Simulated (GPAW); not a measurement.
## CsGeCl3 (R3m): G0W0 with GPAW, start to end

How does a plane-wave GW calculation on CsGeCl3 (R3m) run from the first input to the gap?

Program: GPAW 26.7.0. Level of theory: LDA and many-body steps on it, plane waves. Results are calculated unless marked as measured.

**1. The structure**

Symmetry: R3m, No. 160, trigonal system. The conventional cell has a = 7.694 Å, b = 7.694 Å, c = 9.535 Å, α = 90.00°, β = 90.00°, γ = 120.00°. Cs has 12 Cl at 3.86 to 3.90 Å nearest. Ge has 3 Cl at 2.37 Å nearest. Nearest to Cl lie 2 Ge at 2.37 to 3.10 Å and 4 Cs at 3.86 to 3.90 Å. Farther neighbours and most contacts between anions are not listed.

The cell and positions are those that the Materials Project relaxed with its own functionals (PBE, PBE+U or r2SCAN), kept fixed. Spin-orbit coupling is left out unless a step names it.

**2. Ground state**

This step: GPAW 26.7.0; DFT, LDA, plane waves, PAW.

The ground-state density comes first.

The input, run.py:

```python
import json
import numpy as np
from gpaw.mpi import world
from ase import Atoms
from gpaw import GPAW, PW, FermiDirac

atoms = Atoms(['Cs', 'Ge', 'Cl', 'Cl', 'Cl'],
    cell=[[3.8468163907, 2.2209604787, 3.1783005336],
      [-3.8468163907, 2.2209604787, 3.1783005336],
      [0.0000000000, -4.4419209574, 3.1783005336]],
    scaled_positions=[[0.9984033500, 0.9984033500, 0.9984033500],
      [0.5155331500, 0.5155331500, 0.5155331500],
      [0.4967126700, 0.4967126700, 0.9486381700],
      [0.4967126700, 0.9486381700, 0.4967126700],
      [0.9486381700, 0.4967126700, 0.4967126700]],
    pbc=(True, True, True))
calc = GPAW(mode=PW(450),
    xc='LDA',
    kpts={'size': (4, 4, 4), 'gamma': True},
    occupations=FermiDirac(0.001),
    nbands=-8,
    convergence={'density': 1e-6, 'bands': -3},
    maxiter=100,
    txt='gs.txt')
atoms.calc = calc
res = {'energy': atoms.get_potential_energy()}
kpts = calc.get_ibz_k_points()
res['kpts'] = kpts
res['eigenvalues'] = [calc.get_eigenvalues(kpt=k) for k in range(len(kpts))]
res['n_electrons'] = calc.get_number_of_electrons()
calc.write('gs.gpw')

if world.rank == 0:
    with open('result.json', 'w') as f:
        json.dump(res, f, default=lambda x: x.tolist())
```

On the command line:

```sh
$ mpirun -n 4 gpaw python run.py
```

Numbers of over 12 decimals in the logs are rounded to 6 here.

The program printed:

```text
__  _  _
 | _ |_)|_||  |
 |__||  | ||/\| - 26.7.0

Input parameters:
  mode=PW(ecut=450.000000),
  convergence={'density': 1e-06, 'bands': -3},
  kpts=MonkhorstPack(size=(4, 4, 4), gamma=True),
  maxiter=100,
  nbands=-8,
  occupations=Occupations(name='fermi-dirac', width=0.001, fixmagmom=False),
  xc=XC(name='LDA')
  [... matrices ...]
Diagonalizing LCAO Hamiltonian
Converting LCAO to pw mode

            Cs

         Cl      Cl

           Cle

Atoms  # Å, Bohr magnetons
|   | symbol |         x |         y |        z |    initial magnetic moments |
| 0 |     Cs |  0.000000 | -0.000000 | 9.519678 | ( 0.0000,  0.0000,  0.0000) |
| 1 |     Ge | -0.000000 | -0.000000 | 4.915558 | ( 0.0000,  0.0000,  0.0000) |
| 2 |     Cl | -0.000000 | -2.007417 | 6.172461 | ( 0.0000,  0.0000,  0.0000) |
| 3 |     Cl | -1.738474 |  1.003709 | 6.172461 | ( 0.0000,  0.0000,  0.0000) |
| 4 |     Cl |  1.738474 |  1.003709 | 6.172461 | ( 0.0000,  0.0000,  0.0000) |

Unit cell  # Å
| periodic |         x |         y |        z |  lengths |    angles |
|      yes |  3.846816 |  2.220960 | 3.178301 | 5.461891 | 89.546228 |
|      yes | -3.846816 |  2.220960 | 3.178301 | 5.461891 | 89.546228 |
|      yes |  0.000000 | -4.441921 | 3.178301 | 5.461891 | 89.546228 |

Number of symmetries: 6
Symmetry operations  # r_c * U_cc + t_c -> r_c
|   | kind |            matrix            |
| 0 |  E   |  1, 0, 0,  0, 1, 0,  0, 0, 1 |
| 1 |  σ   |  1, 0, 0,  0, 0, 1,  0, 1, 0 |
| 2 |  σ   |  0, 1, 0,  1, 0, 0,  0, 0, 1 |
| 3 |  C3  |  0, 1, 0,  0, 0, 1,  1, 0, 0 |
| 4 |  C3  |  0, 0, 1,  1, 0, 0,  0, 1, 0 |
| 5 |  σ   |  0, 0, 1,  0, 1, 0,  1, 0, 0 |

BZ-sampling:
  Number of BZ points: 64
  Number of IBZ points: 13

  Monkhorst-Pack size: [4, 4, 4]
  Monkhorst-Pack shift: [0.125, 0.125, 0.125]

K-points  # in reciprocal-cell coordinates
|     |                                coordinates |     weight |
|   0 | (  0.00000000,   0.00000000,   0.00000000) | 0.01562500 |
|   1 | (  0.25000000,   0.00000000,  -0.25000000) | 0.09375000 |
|   2 | (  0.25000000,   0.00000000,   0.00000000) | 0.09375000 |
|   3 | (  0.25000000,   0.25000000,  -0.25000000) | 0.09375000 |
|   4 | (  0.25000000,   0.25000000,   0.00000000) | 0.09375000 |
|   5 | (  0.25000000,   0.25000000,   0.25000000) | 0.03125000 |
|   6 | (  0.50000000,   0.00000000,   0.00000000) | 0.04687500 |
|   7 | (  0.50000000,   0.25000000,  -0.25000000) | 0.09375000 |
|   8 | (  0.50000000,   0.25000000,   0.00000000) | 0.18750000 |
|   9 | (  0.50000000,   0.25000000,   0.25000000) | 0.09375000 |
| ... |                                            |            |
|  12 | (  0.50000000,   0.50000000,   0.50000000) | 0.01562500 |

Plane wave coefficients: 3542
Cutoff: 450.000000 eV

Spin-components: 1 (collinear spins)
Bands:           25
Projectors:      25
Spin-degeneracy: 2
Datatype:        complex128

  Storage: CPU
  Wave functions: 18_371_600 bytes (4_592_900 per core)
  Projectors: 21_311_056 bytes (5_327_764 per core)
  [... matrices ...]
Parallelization:
  kpt:    4
  domain: 1
  band:   1

Density:
  Valence electrons: 34.0
  Components: 1
  Grid points: [27 27 27]
  Charge: 0.0  # |e|

Potential:
  Grid points: [27 27 27]

species:
  Cs:
    name:    Caesium
    Z:       55.0
    valence: 9
    core:    46
    charge:  0.0  # [|e|]
    compensation charges:
      type: gauss
      rc: 0.33  # [Å]
      lmax: 2
    cutoffs:
      filter: 2.06  # [Å]
      core: 2.51  # [Å]
    projectors
    | kind |    occ | energy [eV] | rcut [Å] |
    |   5s |  2.000 |     -26.872 |    1.164 |
    |   6s |  1.000 |      -2.224 |    1.164 |
    |   5p |  6.000 |     -13.611 |    1.058 |
    |    p |        |      13.601 |    1.058 |
    |    d |        |       0.000 |    1.058 |

    Using partial waves for Cs as LCAO basis

  Ge:
    name:    Germanium
    Z:       32.0
    valence: 4
    core:    28
    charge:  0.0  # [|e|]
    compensation charges:
      type: gauss
      rc: 0.32  # [Å]
      lmax: 2
    cutoffs:
      filter: 1.77  # [Å]
      core: 3.42  # [Å]
    projectors
    | kind |    occ | energy [eV] | rcut [Å] |
    |   4s |  2.000 |     -11.940 |    1.005 |
    |   4p |  2.000 |      -4.047 |    1.005 |
    |    s |        |      15.272 |    1.005 |
    |    p |        |      23.164 |    1.005 |
    |    d |        |       0.000 |    1.005 |

    Using partial waves for Ge as LCAO basis

  Cl:
    name:    Chlorine
    Z:       17.0
    valence: 7
    core:    10
    charge:  0.0  # [|e|]
    compensation charges:
      type: gauss
      rc: 0.25  # [Å]
      lmax: 2
    cutoffs:
      filter: 1.40  # [Å]
      core: 1.49  # [Å]
    projectors
    | kind |    occ | energy [eV] | rcut [Å] |
    |   3s |  2.000 |     -20.688 |    0.794 |
    |   3p |  5.000 |      -8.701 |    0.794 |
    |    s |        |       6.523 |    0.794 |
    |    p |        |      18.511 |    0.794 |
    |    d |        |       0.000 |    0.794 |

    Using partial waves for Cl as LCAO basis

Reference energy: -306209.471880  # eV

eigensolver:
  PPCG
  Converge bands: -3
  niter=2

density mixing:
  MSR1-Mixer
  Pratt-step length: 0.05
  Maximum mixing coefficient: 0.75
  Old densities: 10
  SVD Regularization: 0.005
  Good broyden scale: 1.0
  Trust region scale: 1.0
  Backstep threshold: 4.0
  History deletion threshold: 6.0
  Fourier metric: weight=20.0, sigma=0.015

occupation numbers:
  Fermi-Dirac:
    width: 0.0010  # eV

poisson solver:
  ecut: 3600.000000  # eV

xc functional:
  name: None

Initialization done in: 0.982 s

convergence criteria:
- Maximum integral of absolute [dens]ity change: 1e-06 electrons / valence electron
- Maximum [total energy] change in last 3 cyles: 0.0005 eV / valence electron
- Maximum integral of absolute [eigenst]ate change: 4e-08 eV^2 / valence electron
maximum number of iterations: 100

SCF iterations
|iter     |     time |      energy | eigst |  dens |
|iter:   1|  |  -20.026536 | +0.75 |       |
|iter:   2|  |  -19.942331 | -0.48 | -1.24 |
|iter:   3|  |  -19.540112 | -0.97 | -1.28 |
|iter:   4|  |  -19.530172 | -1.80 | -1.83 |
|iter:   5|  |  -19.529486c| -2.28 | -2.29 |
|iter:   6|  |  -19.529447c| -2.85 | -2.72 |
|iter:   7|  |  -19.529452c| -3.23 | -3.39 |
|iter:   8|  |  -19.529452c| -3.64 | -3.93 |
|iter:   9|  |  -19.529452c| -4.16 | -4.73 |
|iter:  10|  |  -19.529452c| -4.74 | -5.39 |
|iter:  11|  |  -19.529452c| -5.16 | -6.06c|
|iter:  12|  |  -19.529452c| -5.68 | -6.80c|
|iter:  13|  |  -19.529452c| -6.14 | -7.30c|
|iter:  14|  |  -19.529452c| -6.69 | -8.07c|
|iter:  15|  |  -19.529452c| -7.17 | -8.56c|
|iter:  16|  |  -19.529452c| -7.58c| -8.92c|

Converged in 16 steps
SCF loop duration: 9.481 s (0.593 s/step)
Energy contributions relative to reference atoms: (reference = -306209.471880)
  [... matrices ...]
Energy contributions:
  Kinetic:          15.801949
  Coulomb:         -17.442169
  Zero:             -0.032678
  External:          0.000000
  Xc:              -17.856554
  Entropy:          -0.000000
  Spinorbit:         0.000000
  ----------------------------
  Free energy:     -19.529452
  Extrapolated:    -19.529452

dipole moment: (0.000000, -0.000000, 74.914853)  # |e|*Ang

Fermi level: 3.921
Eigenvalues  # (at kpt = [0.000, 0.000, 0.000])
| band index |      eig [eV] | occ [0-2] |
|          0 |       -18.594 |     2.000 |
|        ... |               |           |
|          9 |        -2.399 |     2.000 |
|         10 |        -1.520 |     2.000 |
|         11 |        -0.202 |     2.000 |
|         12 |        -0.202 |     2.000 |
|         13 |        -0.019 |     2.000 |
|         14 |         0.082 |     2.000 |
|         15 |         0.082 |     2.000 |
|         16 |         0.276 |     2.000 |
|         17 |         5.796 |     0.000 |
|         18 |         6.668 |     0.000 |
|         19 |         6.668 |     0.000 |
|         20 |         7.373 |     0.000 |
|         21 |         7.575 |     0.000 |
|         22 |         7.575 |     0.000 |
|         23 |         8.396 |     0.000 |
|         24 |         8.514 |     0.000 |

Gap: 1.948 eV
Transition (v -> c):
  (s=0, k=12, n=16, [0.50, 0.50, 0.50]) -> (s=0, k=12, n=17, [0.50, 0.50, 0.50])
No difference between direct/indirect transitions
# Writing to gs.gpw (mode='')
  [... matrices ...]
```

Run time: 12 s. Hardware: 4 MPI ranks of Arm Neoverse V1, shared host; peak memory 0.71 GiB; 49 s of CPU time.

This step gave:

```yaml
total_energy: -19.53 eV
gap: 1.948 eV
k_of_the_valence_top: 0.5, 0.5, 0.5
k_of_the_conduction_bottom: 0.5, 0.5, 0.5
least_direct_gap: 1.948 eV
```

The gap is direct, at (0.500, 0.500, 0.500).

**3. Bands along the symmetry lines**

Levels along a band path, at the cheap level, show where the edges lie and whether the meshes to come will hold them.

The input, run.py:

```python
import json
import numpy as np
from gpaw.mpi import world
from gpaw import GPAW

path = [[0.000000, 0.000000, 0.000000],
    [0.062500, 0.062500, 0.062500],
    [0.125000, 0.125000, 0.125000],
    [0.187500, 0.187500, 0.187500],
    [0.250000, 0.250000, 0.250000],
    [0.312500, 0.312500, 0.312500],
    [0.375000, 0.375000, 0.375000],
    [0.437500, 0.437500, 0.437500],
    [0.500000, 0.500000, 0.500000],
    [0.500975, 0.499025, 0.500000],
    [0.501949, 0.498051, 0.500000],
    [0.502924, 0.497076, 0.500000],
    [0.503898, 0.496102, 0.500000],
    [0.504873, 0.495127, 0.500000],
    [0.505847, 0.494153, 0.500000],
    [0.506822, 0.493178, 0.500000],
    [0.507796, 0.492204, 0.500000],
    [0.500000, -0.492204, 0.492204],
    [0.500000, -0.430678, 0.430678],
    [0.500000, -0.369153, 0.369153],
    [0.500000, -0.307627, 0.307627],
    [0.500000, -0.246102, 0.246102],
    [0.500000, -0.184576, 0.184576],
    [0.500000, -0.123051, 0.123051],
    [0.500000, -0.061525, 0.061525],
    [0.500000, 0.000000, 0.000000],
    [0.437500, 0.000000, 0.000000],
    [0.375000, 0.000000, 0.000000],
    [0.312500, 0.000000, 0.000000],
    [0.250000, 0.000000, 0.000000],
    [0.187500, 0.000000, 0.000000],
    [0.125000, 0.000000, 0.000000],
    [0.062500, 0.000000, 0.000000],
    [0.000000, 0.000000, 0.000000],
    [0.062013, -0.062013, 0.000000],
    [0.124025, -0.124025, 0.000000],
    [0.186038, -0.186038, 0.000000],
    [0.248051, -0.248051, 0.000000],
    [0.310064, -0.310064, 0.000000],
    [0.372076, -0.372076, 0.000000],
    [0.434089, -0.434089, 0.000000],
    [0.496102, -0.496102, -0.000000],
    [0.503898, 0.000000, 0.496102],
    [0.503411, 0.000000, 0.496589],
    [0.502924, 0.000000, 0.497076],
    [0.502436, 0.000000, 0.497564],
    [0.501949, 0.000000, 0.498051],
    [0.501462, 0.000000, 0.498538],
    [0.500975, 0.000000, 0.499025],
    [0.500487, 0.000000, 0.499513],
    [0.500000, 0.000000, 0.500000],
    [0.437500, 0.000000, 0.437500],
    [0.375000, 0.000000, 0.375000],
    [0.312500, 0.000000, 0.312500],
    [0.250000, 0.000000, 0.250000],
    [0.187500, 0.000000, 0.187500],
    [0.125000, 0.000000, 0.125000],
    [0.062500, 0.000000, 0.062500],
    [0.000000, 0.000000, 0.000000]]
calc = GPAW('gs.gpw').fixed_density(kpts=path,
    symmetry='off',
    nbands=27,
    convergence={'bands': 23},
    txt='bands.txt')
res = {}
kpts = calc.get_ibz_k_points()
res['kpts'] = kpts
res['eigenvalues'] = [calc.get_eigenvalues(kpt=k) for k in range(len(kpts))]
res['n_electrons'] = calc.get_number_of_electrons()

if world.rank == 0:
    with open('result.json', 'w') as f:
        json.dump(res, f, default=lambda x: x.tolist())
```

On the command line:

```sh
$ mpirun -n 4 gpaw python run.py
```

The program printed:

```text
Diagonalizing LCAO Hamiltonian
Converting LCAO to pw mode
convergence criteria:
- Maximum integral of absolute [eigenst]ate change: 4e-08 eV^2 / valence electron
maximum number of iterations: 100

SCF iterations
|iter     |     time |      energy | eigst |  dens |
|iter:   1|  |             | +1.13 |       |
|iter:   2|  |             | +0.04 |       |
|iter:   3|  |             | -0.91 |       |
[...]
|iter:  10|  |             | -6.69 |       |
|iter:  11|  |             | -7.33 |       |
|iter:  12|  |             | -7.89c|       |
SCF steps: 12
  __  _  _
 | _ |_)|_||  |
 |__||  | ||/\| - 26.7.0

Input parameters:
  mode=PW(ecut=450.000000),
  convergence={'bands': 23},
  gpts=array([27, 27, 27]),
  kpts=KPoints(kpts=array([[ 0.      ,  0.      ,  0.      ],
         [ 0.0625  ,  0.0625  ,  0.0625  ],
         [ 0.125   ,  0.125   ,  0.125   ],
         [ 0.1875  ,  0.1875  ,  0.1875  ],
[...]
[ 0.500975,  0.499025,  0.5     ],
         [ 0.501949,  0.498051,  0.5     ],
         [ 0.502924,  0.497076,  0.5     ],
[...]
[ 0.5     , -0.492204,  0.492204],
         [ 0.5     , -0.430678,  0.430678],
         [ 0.5     , -0.369153,  0.369153],
[...]
[ 0.5     , -0.123051,  0.123051],
         [ 0.5     , -0.061525,  0.061525],
[...]
[ 0.434089, -0.434089,  0.      ],
         [ 0.496102, -0.496102, -0.      ],
         [ 0.503898,  0.      ,  0.496102],
         [ 0.503411,  0.      ,  0.496589],
         [ 0.502924,  0.      ,  0.497076],
[...]
[ 0.500975,  0.      ,  0.499025],
         [ 0.500487,  0.      ,  0.499513],
[...]
[ 0.125   ,  0.      ,  0.125   ],
         [ 0.0625  ,  0.      ,  0.0625  ],
         [ 0.      ,  0.      ,  0.      ]])),
  maxiter=100,
  nbands=27,
  occupations=Occupations(name='fermi-dirac', width=0.001, fixmagmom=False),
  parallel={},
  symmetry=Symmetry(point_group=False, time_reversal=False),
  xc=XC(name='LDA')
  [... matrices ...]
timing:  # [seconds]
  Total: 0.030  # ━━━━━━━━━━━━━━━━━━━━━━━━━━━━━━━━━━━━━━━━━━━━━━━━━━━━━━━━━━━
```

It took 31 s on 4 MPI ranks; peak memory 0.88 GiB.

Numbers from this step:

- gap: 1.940 eV
- k of the valence top: 0.5, 0.5, 0.5
- k of the conduction bottom: 0.5, -0.4922, 0.4922
- least direct gap: 1.942 eV

The gap is 1.940 eV, −0.008 eV from the run before at this level.

The electronic bands at the labelled points (eV, zero at the top of the highest filled band):

| point | band 14 | band 15 | band 16 | band 17 | band 18 | band 19 | band 20 | band 21 |
| --- | --- | --- | --- | --- | --- | --- | --- | --- |
| Γ | -2.62 | -2.52 | -2.52 | -2.32 | 3.20 | 4.07 | 4.07 | 4.78 |
| halfway | -2.46 | -2.46 | -2.41 | -1.68 | 3.63 | 3.63 | 3.76 | 4.56 |
| T | -2.24 | -2.24 | -2.18 | 0.00 | 1.95 | 1.95 | 1.95 | 5.04 |
| halfway | -2.24 | -2.24 | -2.18 | 0.00 | 1.94 | 1.95 | 1.95 | 5.04 |
| H2 | -2.24 | -2.24 | -2.18 | 0.00 | 1.94 | 1.95 | 1.96 | 5.04 |
| jump to H0 | -2.24 | -2.24 | -2.18 | 0.00 | 1.94 | 1.95 | 1.96 | 5.04 |
| halfway | -2.59 | -2.49 | -2.36 | -1.05 | 2.37 | 3.55 | 3.70 | 5.06 |
| L | -2.76 | -2.65 | -2.63 | -1.59 | 2.78 | 4.51 | 5.00 | 5.14 |
| halfway | -2.71 | -2.63 | -2.56 | -2.08 | 3.75 | 4.19 | 4.48 | 4.56 |
| Γ | -2.62 | -2.52 | -2.52 | -2.32 | 3.20 | 4.07 | 4.07 | 4.78 |
| halfway | -2.83 | -2.59 | -2.52 | -1.78 | 3.79 | 4.01 | 4.47 | 4.86 |
| S0 | -2.71 | -2.70 | -2.22 | -0.75 | 2.32 | 2.43 | 4.85 | 5.36 |
| jump to S2 | -2.71 | -2.70 | -2.22 | -0.75 | 2.32 | 2.43 | 4.85 | 5.36 |
| halfway | -2.71 | -2.70 | -2.22 | -0.75 | 2.32 | 2.43 | 4.85 | 5.36 |
| F | -2.71 | -2.70 | -2.22 | -0.75 | 2.32 | 2.43 | 4.85 | 5.36 |
| halfway | -2.71 | -2.59 | -2.42 | -1.86 | 3.89 | 3.90 | 4.27 | 4.86 |
| Γ | -2.62 | -2.52 | -2.52 | -2.32 | 3.20 | 4.07 | 4.07 | 4.78 |

**4. Empty states on the mesh, 4×4×4 mesh, 203 bands**

The sums over transitions need many empty states on a uniform mesh; this step solves for them.

The input, run.py:

```python
import json
import numpy as np
from gpaw.mpi import world
from gpaw import GPAW

calc = GPAW('gs.gpw').fixed_density(kpts={'size': (4, 4, 4), 'gamma': True},
    nbands=236,
    convergence={'bands': 203},
    txt='nscf.txt')
calc.write('full.gpw', mode='all')
res = {}
kpts = calc.get_ibz_k_points()
res['kpts'] = kpts
res['eigenvalues'] = [calc.get_eigenvalues(kpt=k) for k in range(len(kpts))]
res['n_electrons'] = calc.get_number_of_electrons()

if world.rank == 0:
    with open('result.json', 'w') as f:
        json.dump(res, f, default=lambda x: x.tolist())
```

On the command line:

```sh
$ mpirun -n 4 gpaw python run.py
```

The program printed:

```text
Diagonalizing LCAO Hamiltonian
Converting LCAO to pw mode
convergence criteria:
- Maximum integral of absolute [eigenst]ate change: 4e-08 eV^2 / valence electron
maximum number of iterations: 100

SCF iterations
|iter     |     time |      energy | eigst |  dens |
|iter:   1|  |             | +4.21 |       |
|iter:   2|  |             | +3.05 |       |
|iter:   3|  |             | +1.96 |       |
[...]
|iter:  13|  |             | -6.55 |       |
|iter:  14|  |             | -6.91 |       |
|iter:  15|  |             | -7.43c|       |
SCF steps: 15
  __  _  _
 | _ |_)|_||  |
 |__||  | ||/\| - 26.7.0

Input parameters:
  mode=PW(ecut=450.000000),
  convergence={'bands': 203},
  gpts=array([27, 27, 27]),
  kpts=MonkhorstPack(size=(4, 4, 4), gamma=True),
  maxiter=100,
  nbands=236,
  occupations=Occupations(name='fermi-dirac', width=0.001, fixmagmom=False),
  parallel={},
  xc=XC(name='LDA')
# Writing to full.gpw (mode='all')
  [... matrices ...]

timing:  # [seconds]
  Total: 0.078  # ━━━━━━━━━━━━━━━━━━━━━━━━━━━━━━━━━━━━━━━━━━━━━━━━━━━━━━━━━━━
```

Elapsed: 2.1 min, on 4 MPI ranks; peak memory 1.1 GiB.

Numbers from this step:

```
gap                                                           : 1.948 eV
k of the valence top                                          : 0.5, 0.5, 0.5
k of the conduction bottom                                    : 0.5, 0.5, 0.5
least direct gap                                              : 1.948 eV
k points computed                                             : 13
lowest point of the top converged band, above the valence top : 56.2198 eV
```

On this mesh the gap is 1.948 eV.

(Part 1 of 2 ends here.)

[Paths, hosts, dates, memory and timing lines, banners, echoed tables and standing remarks are left out of the program output.]

[Logs are printed without paths, hosts, clocks, repeated set-up lines and the standing remarks that a program may print on its own settings, such as how far it seeks lower states.]

[Runs of the session that timed out or met a known fault of the program may be left out.]

[Hosts, paths, dates, database ids (printed as entryN), source tags and the programs' standing remarks are cut or masked in the printed files.]
